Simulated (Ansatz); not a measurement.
Rows from a G0W0 calculation on Li3SI (antiperovskite) (Pm-3m) (Ansatz 0.2.0; G0W0 on PBE, plane waves, PAW; 4×4×4 mesh, 317 empty bands, screening to 120 eV), in eV. Spin-orbit coupling is left out.

The structure was built from a prototype and need not be the compound's stable phase.

```csv
row,k,band,start,Σx,Σc at the solution,Vxc
A,"(0.000, -0.500, -0.500)",c1,6.535,-4.025,-3.357,-7.750
B,"(0.000, -0.500, -0.500)",c2,7.984,-4.810,-3.579,-8.796
C,"(0.000, -0.500, -0.500)",v1,3.020,-17.796,1.874,-14.760
```

Question: Work out each quasiparticle level and how far it moved.

The quasiparticle equation reads E = start + Σx + Σc(E) − Vxc.

```
row  E (eV)  shift (eV)
  A   6.904      +0.369
  B   8.391      +0.407
  C   1.858      −1.162
```

Limits: not at the basis limit; no spin-orbit coupling.

[Paths, hosts, dates, memory and timing lines, banners, echoed tables and standing remarks are left out of the program output.]

[Logs are printed without paths, hosts, clocks, repeated set-up lines and the standing remarks that a program may print on its own settings, such as how far it seeks lower states.]

[Runs of the session that timed out or met a known fault of the program may be left out.]

[Cells called generated may have been cut or substituted from an entry of the Crystallography Open Database or the Materials Project.]

[Hosts, paths, dates, database ids (printed as entryN), source tags and the programs' standing remarks are cut or masked in the printed files.]
